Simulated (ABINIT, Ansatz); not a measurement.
# MoS2 (P-6m2): phonons by linear response, part 3 of 4

Wanted: phonon bands, density of states and zone-centre response of MoS2 (P-6m2).

ABINIT 10.8.3; DFT LDA, scalar-relativistic, plane waves, PseudoDojo norm-conserving pseudopotentials.

So far. Step 7 (Zone-centre response): The acoustic modes at Γ come out as far as 0.2 cm⁻¹ from zero, where they should vanish, a small numerical error; the Born charges miss their sum rule by 0.0036 e, which is good. Step 8 (Zone-centre analysis): The rule moves no optical mode by more than 0.1 cm⁻¹.

### 9. Sum rules set otherwise (asr 0)

Without the rule the raw error of the acoustic modes shows.

Contents of anaddb.abi:

```
ddb_filepath "gamma_DDB"
output_file "anaddb.abo"
outdata_prefix "anaddb"
asr 0
chneut 0
enunit 2
eivec 1
nph1l 1
qph1l 0.0 0.0 0.0 1.0
dieflag 1
```

Contents of mrgddb.in:

```
gamma_DDB
merged
2
dfpt_gammao_DS2_DDB
gso_DDB
```

The run is started by

```console
$ mrgddb < mrgddb.in > mrgddb.log
$ OMP_NUM_THREADS=1 anaddb anaddb.abi > anaddb.log
```

Numbers of over 12 decimals in the logs are rounded to 6 here.

anaddb.abo, the main output file:

```text
-outvars_anaddb: echo values of input variables ----------------------

 Flags :
     dieflag         1
 Miscellaneous information :
      enunit         2
       eivec         1
      chneut         0
 Frequency information :
       nfreq         1
       frmin         0.00000000E+00
       frmax         1.00000000E+01
 First list of wavevector (reduced coord.) :
       nph1l         1
       qph1l
                     0.00000000E+00  0.00000000E+00  0.00000000E+00    1.000E+00

================================================================================

 read the DDB information and perform some checks

  ==== Info on the Cryst% object ====
 Real(R)+Recip(G) space primitive vectors, cartesian coordinates (Bohr,Bohr^-1):
 R(1)=  5.8971717  0.0000000  0.0000000  G(1)=  0.1695728  0.0979029  0.0000000
 R(2)= -2.9485859  5.1071005  0.0000000  G(2)=  0.0000000  0.1958058  0.0000000
 R(3)=  0.0000000  0.0000000 30.4245906  G(3)=  0.0000000  0.0000000  0.0328681
 Unit cell volume ucvol=  9.1631105E+02 bohr^3
 Angles (23,13,12)=  9.00000000E+01  9.00000000E+01  1.20000000E+02 degrees
 Time-reversal symmetry is present
 Reduced atomic positions [iatom, xred, symbol]:
    1)    0.3333333  0.6666667  0.5000000  Mo
    2)    0.6666667  0.3333333  0.5964653   S
    3)    0.6666667  0.3333333  0.4035347   S

 DDB file with 3 blocks has been read.

================================================================================

 Dielectric Tensor and Effective Charges

 anaddb : Zero the imaginary part of the Dynamical Matrix at Gamma,
   and impose the ASR on the effective charges

 Effective charge tensors after
 imposition of the charge neutrality (if requested by user),
 and eventual restriction to some part :
   atom    displacement
         1         1   -1.179732E+00    0.000000E+00    0.000000E+00
         1         2   -1.136657E-16   -1.179732E+00    0.000000E+00
         1         3    0.000000E+00    0.000000E+00   -1.246505E-01
         2         1    5.880607E-01    0.000000E+00    0.000000E+00
         2         2    2.093796E-17    5.880607E-01    0.000000E+00
         2         3    0.000000E+00    0.000000E+00    6.234881E-02
         3         1    5.880607E-01    0.000000E+00    0.000000E+00
         3         2    2.093796E-17    5.880607E-01    0.000000E+00
         3         3    0.000000E+00    0.000000E+00    6.234881E-02
 Now, the imaginary part of the dynamical matrix is zeroed

================================================================================

 Treat the first list of vectors

  Phonon wavevector (reduced coordinates) :  0.00000  0.00000  0.00000
 Phonon energies in Hartree :
  -4.209691E-07  8.197759E-07  8.197809E-07  1.321508E-03  1.321508E-03
   1.789184E-03  1.789184E-03  1.875840E-03  2.177790E-03
 Phonon energies in meV     :
- -1.145515E-02  2.230724E-02  2.230738E-02  3.596006E+01  3.596006E+01
-  4.868619E+01  4.868619E+01  5.104421E+01  5.926068E+01
 Phonon frequencies in cm-1    :
- -9.239203E-02  1.799200E-01  1.799211E-01  2.900374E+02  2.900374E+02
-  3.926806E+02  3.926806E+02  4.116993E+02  4.779696E+02
 Phonon frequencies in Thz     :
- -2.769843E-03  5.393866E-03  5.393899E-03  8.695103E+00  8.695103E+00
-  1.177227E+01  1.177227E+01  1.234243E+01  1.432917E+01
 Phonon energies in Kelvin  :
- -1.329315E-01  2.588648E-01  2.588663E-01  4.172991E+02  4.172991E+02
-  5.649797E+02  5.649797E+02  5.923434E+02  6.876916E+02

 Eigendisplacements
 (will be given, for each mode : in cartesian coordinates
   for each atom the real part of the displacement vector,
   then the imaginary part of the displacement vector - absolute values smaller than 1.0d-7 are set to zero)
  Mode number    1   Energy   -4.209691E-07
 Attention : low frequency mode.
   (Could be unstable or acoustic mode)
;  1  0.00000000E+00  0.00000000E+00  1.85123800E-03
;     0.00000000E+00  0.00000000E+00  0.00000000E+00
;  2  0.00000000E+00  0.00000000E+00  1.85123808E-03
;     0.00000000E+00  0.00000000E+00  0.00000000E+00
;  3  0.00000000E+00  0.00000000E+00  1.85123808E-03
;     0.00000000E+00  0.00000000E+00  0.00000000E+00
  Mode number    2   Energy    8.197759E-07
 Attention : low frequency mode.
   (Could be unstable or acoustic mode)
-  1  0.00000000E+00 -1.85123809E-03  0.00000000E+00
-     0.00000000E+00  0.00000000E+00  0.00000000E+00
-  2  0.00000000E+00 -1.85123794E-03  0.00000000E+00
-     0.00000000E+00  0.00000000E+00  0.00000000E+00
-  3  0.00000000E+00 -1.85123794E-03  0.00000000E+00
-     0.00000000E+00  0.00000000E+00  0.00000000E+00
  Mode number    3   Energy    8.197809E-07
 Attention : low frequency mode.
   (Could be unstable or acoustic mode)
-  1  1.85123809E-03  0.00000000E+00  0.00000000E+00
-     0.00000000E+00  0.00000000E+00  0.00000000E+00
-  2  1.85123794E-03  0.00000000E+00  0.00000000E+00
-     0.00000000E+00  0.00000000E+00  0.00000000E+00
-  3  1.85123794E-03  0.00000000E+00  0.00000000E+00
-     0.00000000E+00  0.00000000E+00  0.00000000E+00
  Mode number    4   Energy    1.321508E-03
-  1  0.00000000E+00  0.00000000E+00  0.00000000E+00
-     0.00000000E+00  0.00000000E+00  0.00000000E+00
-  2  0.00000000E+00 -2.92470830E-03  0.00000000E+00
-     0.00000000E+00  0.00000000E+00  0.00000000E+00
-  3  0.00000000E+00  2.92470830E-03  0.00000000E+00
-     0.00000000E+00  0.00000000E+00  0.00000000E+00
  Mode number    5   Energy    1.321508E-03
-  1  0.00000000E+00  0.00000000E+00  0.00000000E+00
-     0.00000000E+00  0.00000000E+00  0.00000000E+00
-  2  2.92470830E-03  0.00000000E+00  0.00000000E+00
-     0.00000000E+00  0.00000000E+00  0.00000000E+00
-  3 -2.92470830E-03  0.00000000E+00  0.00000000E+00
-     0.00000000E+00  0.00000000E+00  0.00000000E+00
  Mode number    6   Energy    1.789184E-03
-  1  0.00000000E+00  1.51356047E-03  0.00000000E+00
-     0.00000000E+00  0.00000000E+00  0.00000000E+00
-  2  0.00000000E+00 -2.26425191E-03  0.00000000E+00
-     0.00000000E+00  0.00000000E+00  0.00000000E+00
-  3  0.00000000E+00 -2.26425191E-03  0.00000000E+00
-     0.00000000E+00  0.00000000E+00  0.00000000E+00
  Mode number    7   Energy    1.789184E-03
-  1  1.51356047E-03  0.00000000E+00  0.00000000E+00
-     0.00000000E+00  0.00000000E+00  0.00000000E+00
-  2 -2.26425191E-03  0.00000000E+00  0.00000000E+00
-     0.00000000E+00  0.00000000E+00  0.00000000E+00
-  3 -2.26425191E-03  0.00000000E+00  0.00000000E+00
-     0.00000000E+00  0.00000000E+00  0.00000000E+00
  Mode number    8   Energy    1.875840E-03
;  1  0.00000000E+00  0.00000000E+00  0.00000000E+00
;     0.00000000E+00  0.00000000E+00  0.00000000E+00
;  2  0.00000000E+00  0.00000000E+00  2.92470830E-03
;     0.00000000E+00  0.00000000E+00  0.00000000E+00
;  3  0.00000000E+00  0.00000000E+00 -2.92470830E-03
;     0.00000000E+00  0.00000000E+00  0.00000000E+00
  Mode number    9   Energy    2.177790E-03
;  1  0.00000000E+00  0.00000000E+00  1.51356058E-03
;     0.00000000E+00  0.00000000E+00  0.00000000E+00
;  2  0.00000000E+00  0.00000000E+00 -2.26425180E-03
;     0.00000000E+00  0.00000000E+00  0.00000000E+00
;  3  0.00000000E+00  0.00000000E+00 -2.26425180E-03
;     0.00000000E+00  0.00000000E+00  0.00000000E+00

 Analysis of degeneracies and characters (maximum tolerance=1.00E-06 a.u.)
 For each vibration mode, or group of modes if degenerate,
 the characters are given for each symmetry operation (see the list in the log file).
 Symmetry characters of vibration mode #   1
  1.0 -1.0 -1.0  1.0  1.0 -1.0 -1.0  1.0  1.0 -1.0 -1.0  1.0
 Symmetry characters of vibration mode #   2
        degenerate with vibration mode #   3
  2.0 -0.0 -1.0  0.0 -1.0  0.0  2.0 -0.0 -1.0  0.0 -1.0  0.0
 Symmetry characters of vibration mode #   4
        degenerate with vibration mode #   5
  2.0  0.0  1.0  0.0 -1.0  0.0 -2.0 -0.0 -1.0 -0.0  1.0 -0.0
 Symmetry characters of vibration mode #   6
        degenerate with vibration mode #   7
  2.0  0.0 -1.0  0.0 -1.0 -0.0  2.0  0.0 -1.0  0.0 -1.0 -0.0
 Symmetry characters of vibration mode #   8
  1.0  1.0  1.0  1.0  1.0  1.0  1.0  1.0  1.0  1.0  1.0  1.0
 Symmetry characters of vibration mode #   9
  1.0 -1.0 -1.0  1.0  1.0 -1.0 -1.0  1.0  1.0 -1.0 -1.0  1.0

================================================================================

 Mode effective charges
 Mode number.    x            y            z            length
;     1         -0.000000     0.000000     0.000027     0.000027
-     2         -0.000000     0.002084    -0.000000     0.002084
-     3         -0.002084    -0.000000    -0.000000     0.002084
-     4          0.000000     0.000000    -0.000000     0.000000
-     5         -0.000000    -0.000000    -0.000000     0.000000
-     6         -0.000002    -1.256027    -0.000000     1.256027
-     7         -1.256027     0.000002    -0.000000     1.256027
;     8         -0.000000    -0.000000     0.000000     0.000000
;     9          0.000000     0.000000    -0.132986     0.132986

 Oscillator strengths (in a.u. ; 1 a.u.=253.2638413 m3/s2). Set to zero if abs()<tol14.
 Mode number.       xx          yy          zz          xy          xz          yz          trace
;   1     Real    0.0000E+00  0.0000E+00  0.0000E+00  0.0000E+00  0.0000E+00  0.0000E+00  0.0000E+00
;         Imag    0.0000E+00  0.0000E+00  0.0000E+00  0.0000E+00  0.0000E+00  0.0000E+00
-   2     Real    0.0000E+00  4.4669E-11  0.0000E+00  0.0000E+00  0.0000E+00  0.0000E+00  4.4669E-11
-         Imag    0.0000E+00  0.0000E+00  0.0000E+00  0.0000E+00  0.0000E+00  0.0000E+00
-   3     Real    4.4669E-11  0.0000E+00  0.0000E+00  0.0000E+00  0.0000E+00  0.0000E+00  4.4669E-11
-         Imag    0.0000E+00  0.0000E+00  0.0000E+00  0.0000E+00  0.0000E+00  0.0000E+00
-   4     Real    0.0000E+00  0.0000E+00  0.0000E+00  0.0000E+00  0.0000E+00  0.0000E+00  0.0000E+00
-         Imag    0.0000E+00  0.0000E+00  0.0000E+00  0.0000E+00  0.0000E+00  0.0000E+00
-   5     Real    0.0000E+00  0.0000E+00  0.0000E+00  0.0000E+00  0.0000E+00  0.0000E+00  0.0000E+00
-         Imag    0.0000E+00  0.0000E+00  0.0000E+00  0.0000E+00  0.0000E+00  0.0000E+00
-   6     Real    0.0000E+00  1.9790E-05  0.0000E+00  2.4313E-11  0.0000E+00  0.0000E+00  1.9790E-05
-         Imag    0.0000E+00  0.0000E+00  0.0000E+00  0.0000E+00  0.0000E+00  0.0000E+00
-   7     Real    1.9790E-05  0.0000E+00  0.0000E+00 -2.4313E-11  0.0000E+00  0.0000E+00  1.9790E-05
-         Imag    0.0000E+00  0.0000E+00  0.0000E+00  0.0000E+00  0.0000E+00  0.0000E+00
;   8     Real    0.0000E+00  0.0000E+00  0.0000E+00  0.0000E+00  0.0000E+00  0.0000E+00  0.0000E+00
;         Imag    0.0000E+00  0.0000E+00  0.0000E+00  0.0000E+00  0.0000E+00  0.0000E+00
;   9     Real    0.0000E+00  0.0000E+00  2.2185E-07  0.0000E+00  0.0000E+00  0.0000E+00  2.2185E-07
;         Imag    0.0000E+00  0.0000E+00  0.0000E+00  0.0000E+00  0.0000E+00  0.0000E+00

 Electronic dielectric tensor
      6.25614256     -0.00000000     -0.00000000
     -0.00000000      6.25614256     -0.00000000
     -0.00000000     -0.00000000      1.46622850

 Relaxed ion dielectric tensor
      6.34092570     -0.00000000      0.00000000
     -0.00000000      6.34092570      0.00000000
      0.00000000      0.00000000      1.46687000

 Frequency dependent dielectric constant:

 Full dielectric tensor at frequency  0.0000E+00 Hartree
      6.34092570     -0.00000000      0.00000000
     -0.00000000      6.34092570      0.00000000
      0.00000000      0.00000000      1.46687000

-
```

Elapsed: 0.5 s, on 1 thread of Arm Neoverse V1, shared host.

Zone-centre frequencies as printed; negative means imaginary. Modes:

| mode | frequency (cm⁻¹) |
| --- | --- |
| 1 | -0.09 |
| 2 | 0.18 |
| 3 | 0.18 |
| 4 | 290 |
| 5 | 290 |
| 6 | 392.7 |
| 7 | 392.7 |
| 8 | 411.7 |
| 9 | 478 |

The cell holds one sheet and vacuum: ε∞ is an average over the 16.1 Å of the cell, and it and the Born charges along c change with that height.

### 10. Linear response on the mesh

Linear response treats each wavevector in the unit cell, with no supercell; the 3×3×1 mesh fixes the range of the force constants to be had.

Contents of dfpt_q.abi:

```
ndtset 2

# wavevectors
qpt1 0.3333333333 0.0 0.0
qpt2 0.3333333333 0.3333333333 0.0

# displacements
getwfk_filepath "gso_WFK"
getwfq_filepath "gso_WFK"
kptopt 3
nqpt 1
rfphon 1
rfatpol 1 3
rfdir 1 1 1
tolvrs 1.0d-10
prtwf 0

# basis, mesh and filling
ecut 36.0
ngkpt 9 9 1
nshiftk 1
shiftk 0.0 0.0 0.0
istwfk *1
occopt 1
nband 13
nstep 100
diemac 9.0
prtebands 0
prtgsr 0
useylm 1

# cell and atoms
acell 5.897171726 5.897171726 30.42459061
rprim 
    1.0 0.0 0.0
    -0.5 0.8660254038 0.0
    0.0 0.0 1.0
ntypat 2
znucl 42 16
natom 3
typat 1 2 2
xred 
    1/3 2/3 0.5
    2/3 1/3 0.5964652847
    2/3 1/3 0.4035347153
pp_dirpath "./pseudo"
pseudos "Mo.upf, S.upf"
```

The run is started by

```console
$ OMP_NUM_THREADS=1 mpirun -n 8 abinit dfpt_q.abi > dfpt_q.log
```

dfpt_q.abo, the main output file:

```text
[banners, grids, parts of the stress and lines that vanish by symmetry left out]
- input  file    -> dfpt_q.abi
- output file    -> dfpt_q.abo
- root for input  files -> dfpt_qi
[...]
DATASET    1 : space group P-6 m 2 (#187); Bravais hP (primitive hexag.)
[...]
nfft =      184320          nkpt =          81
[...]
DATASET    2 : space group P-6 m 2 (#187); Bravais hP (primitive hexag.)
[...]
nfft =      184320          nkpt =          81
[...]
== DATASET  1 ==================================================================
[...]
cutoff_energies: {ecut:  36.0, pawecutdg:  -1.0, }
[...]
Perturbation : displacement of atom   1   along direction   1
[...]
-ETOT  1   14.492328864641     -2.762E+03 1.354E+01 1.214E+05
 ETOT  2   11.482146464482     -3.010E+00 8.876E-01 9.824E+03
 ETOT  3   13.712923756254      2.231E+00 7.828E-02 2.859E+04
 ETOT  4   10.380986445558     -3.332E+00 4.543E-02 6.088E+02
 ETOT  5   10.254947873582     -1.260E-01 1.941E-03 1.069E+01
[...]
At SCF step   28       vres2   =  4.69E-11 < tolvrs=  1.00E-10 =>converged.
[...]
Perturbation : displacement of atom   1   along direction   2
[...]
-ETOT  1   13.398613451463     -2.530E+03 1.292E+01 1.189E+05
[...]
At SCF step   18       vres2   =  7.23E-11 < tolvrs=  1.00E-10 =>converged.
[...]
Perturbation : displacement of atom   1   along direction   3
[...]
-ETOT  1   389.62624197501     -7.047E+04 2.963E+02 6.264E+06
[...]
At SCF step   22       vres2   =  4.01E-11 < tolvrs=  1.00E-10 =>converged.
[...]
Perturbation : displacement of atom   2   along direction   1
[...]
-ETOT  1   5.338007     -2.733E+02 4.613E-01 1.979E+04
[...]
At SCF step   30       vres2   =  1.57E-11 < tolvrs=  1.00E-10 =>converged.
[...]
Perturbation : displacement of atom   2   along direction   2
[...]
-ETOT  1   4.539855     -2.312E+02 4.435E-01 1.915E+04
[...]
Perturbation : displacement of atom   2   along direction   3
[...]
-ETOT  1   181.08630990462     -6.979E+03 2.020E+01 1.173E+06
[...]
Phonon wavevector (reduced coordinates) :  0.33333  0.00000  0.00000
 Phonon energies in Hartree :
[...]
Phonon frequencies in cm-1    :
-  1.302485E+02  1.396457E+02  2.168744E+02  3.072338E+02  3.397576E+02
-  3.587042E+02  3.800093E+02  4.117545E+02  4.182387E+02
[...]
== DATASET  2 ==================================================================
[...]
cutoff_energies: {ecut:  36.0, pawecutdg:  -1.0, }
[...]
- 16.00000   6.00000  180309                  znucl, zion, pspdat
[...]
Perturbation : displacement of atom   1   along direction   1
[...]
-ETOT  1   14.698767057940     -2.715E+03 1.372E+01 1.217E+05
[...]
Perturbation : displacement of atom   1   along direction   3
[...]
-ETOT  1   375.80947204196     -6.882E+04 2.963E+02 6.284E+06
[...]
Perturbation : displacement of atom   2   along direction   1
[...]
-ETOT  1   5.566932     -2.645E+02 4.593E-01 2.063E+04
[...]
At SCF step   23       vres2   =  1.50E-11 < tolvrs=  1.00E-10 =>converged.
[...]
Perturbation : displacement of atom   2   along direction   3
[...]
-ETOT  1   163.34991843913     -6.691E+03 2.106E+01 1.056E+06
[...]
ETOT 24   135.13978856724      3.456E-11 1.246E-13 1.098E-10
 ETOT 25   135.13978856731      7.003E-11 2.986E-14 7.575E-12
 At SCF step   25       vres2   =  7.57E-12 < tolvrs=  1.00E-10 =>converged.
[...]
Phonon wavevector (reduced coordinates) :  0.33333  0.33333  0.00000
 Phonon energies in Hartree :
[...]
Phonon frequencies in cm-1    :
-  1.807104E+02  1.882132E+02  2.376246E+02  3.291540E+02  3.408466E+02
-  3.413822E+02  3.838217E+02  3.913797E+02  4.025697E+02
[...]
strten1     0.0000000000E+00  0.0000000000E+00  0.0000000000E+00
           strten2     0.0000000000E+00  0.0000000000E+00  0.0000000000E+00
================================================================================
```

It took 14 min on 8 MPI ranks.

Numbers from this step:

```
lowest mode on the q mesh (acoustic ones at the zone centre apart) : 130.2 cm⁻¹
```

Frequencies (cm⁻¹) before the sum rule at the irreducible wavevectors but Γ, which is solved apart; negative means imaginary. Frequencies by wavevector:

| q (fractions) | star | mode 1 | mode 2 | mode 3 | mode 4 | mode 5 | mode 6 | mode 7 | mode 8 | mode 9 |
| --- | --- | --- | --- | --- | --- | --- | --- | --- | --- | --- |
| 0.3333 0 0 | 6 | 130.2 | 139.7 | 216.9 | 307.2 | 339.8 | 358.7 | 380 | 411.8 | 418.2 |
| 0.3333 0.3333 0 | 2 | 180.7 | 188.2 | 237.6 | 329.1 | 340.9 | 341.4 | 383.8 | 391.4 | 402.6 |

(Part 3 of 4 ends here.)

[Host names and launcher messages were left out of these logs when they were recorded.]

[Logs are printed without paths, hosts, clocks, repeated set-up lines and the standing remarks that a program may print on its own settings, such as how far it seeks lower states.]

[Hosts, paths, dates, database ids (printed as entryN), source tags and the programs' standing remarks are cut or masked in the printed files.]
